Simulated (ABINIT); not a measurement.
Computed results, one entry a study.

```
! title: Diamond (Fd-3m, 2 atoms a cell): one start, several treatments of the self-energy
! method: RPA screening on PBE, plane waves, norm-conserving pseudopotentials (and 3 further levels or steps)
! program: ABINIT 10.8.3
! settings: cutoff 37 Ha, PseudoDojo scalar-relativistic 0.4.1 standard, norm-conserving, ngkpt (8, 8, 8), nband 99, ecuteps 11.2 Ha, gwcalctyp 1, nfreqim 16, inclvkb 2, shiftk (0, 0, 0), symchi 1, awtr 1, frequency ac, 8×8×8 k-mesh
! cost: 11 runs, 8.5 min in all on 4 MPI ranks of Intel Xeon 6975P-C (Granite Rapids), shared host
! notes: The program’s warnings: nkpt*nsppol () is not a multiple of nproc spkpt (). The cell and positions come from the Crystallography Open Database and are kept as given unless a step says otherwise.
! G0W0, Godby-Needs plasmon pole: 5.501 eV
! G0W0, Hybertsen-Louie plasmon pole: 5.575 eV
! G0W0, von der Linden-Horsch plasmon pole: 5.549 eV
! G0W0, Engel-Farid plasmon pole: 5.616 eV
! one-shot Hartree-Fock: 11.942 eV
! G0W0, contour deformation: 5.524 eV
! G0W0, analytic continuation: 5.545 eV
! known limits: short of the basis limit
CELL_PARAMETERS angstrom
0.00000 1.78337 1.78337
1.78337 0.00000 1.78337
1.78337 1.78337 0.00000
ATOMIC_POSITIONS crystal
C 0.00000 0.00000 0.00000
C 0.25000 0.25000 0.25000
```

[Long decimals in the printed logs are rounded to 6 places.]

[Logs are printed without paths, hosts, clocks, repeated set-up lines and the standing remarks that a program may print on its own settings, such as how far it seeks lower states.]

[Paths, hosts, dates, memory and timing lines, banners, echoed tables and standing remarks are left out of the program output; an Ansatz launch command may be rebuilt from the run's recorded settings. Measured values are a selection of at most five: reports struck by readers or far from the other reports are left out. None is set beside runs whose start may be inverted or whose files or cutoffs have a known fault.]

[Runs of the session that timed out or met a known fault of the program may be left out.]

[Hosts, paths, dates, database ids (printed as entryN), source tags and the programs' standing remarks are cut or masked in the printed files.]

[G0W0 gaps are taken among the corrected bands and points alone; a level outside them can change the order at an edge.]

[Where Ansatz stands beside ABINIT at settings called matched, ABINIT's density can come from a denser mesh and the files from another edition; pairs whose starting gaps differed by over 0.03 eV were left out, so agreement reads better than it is.]
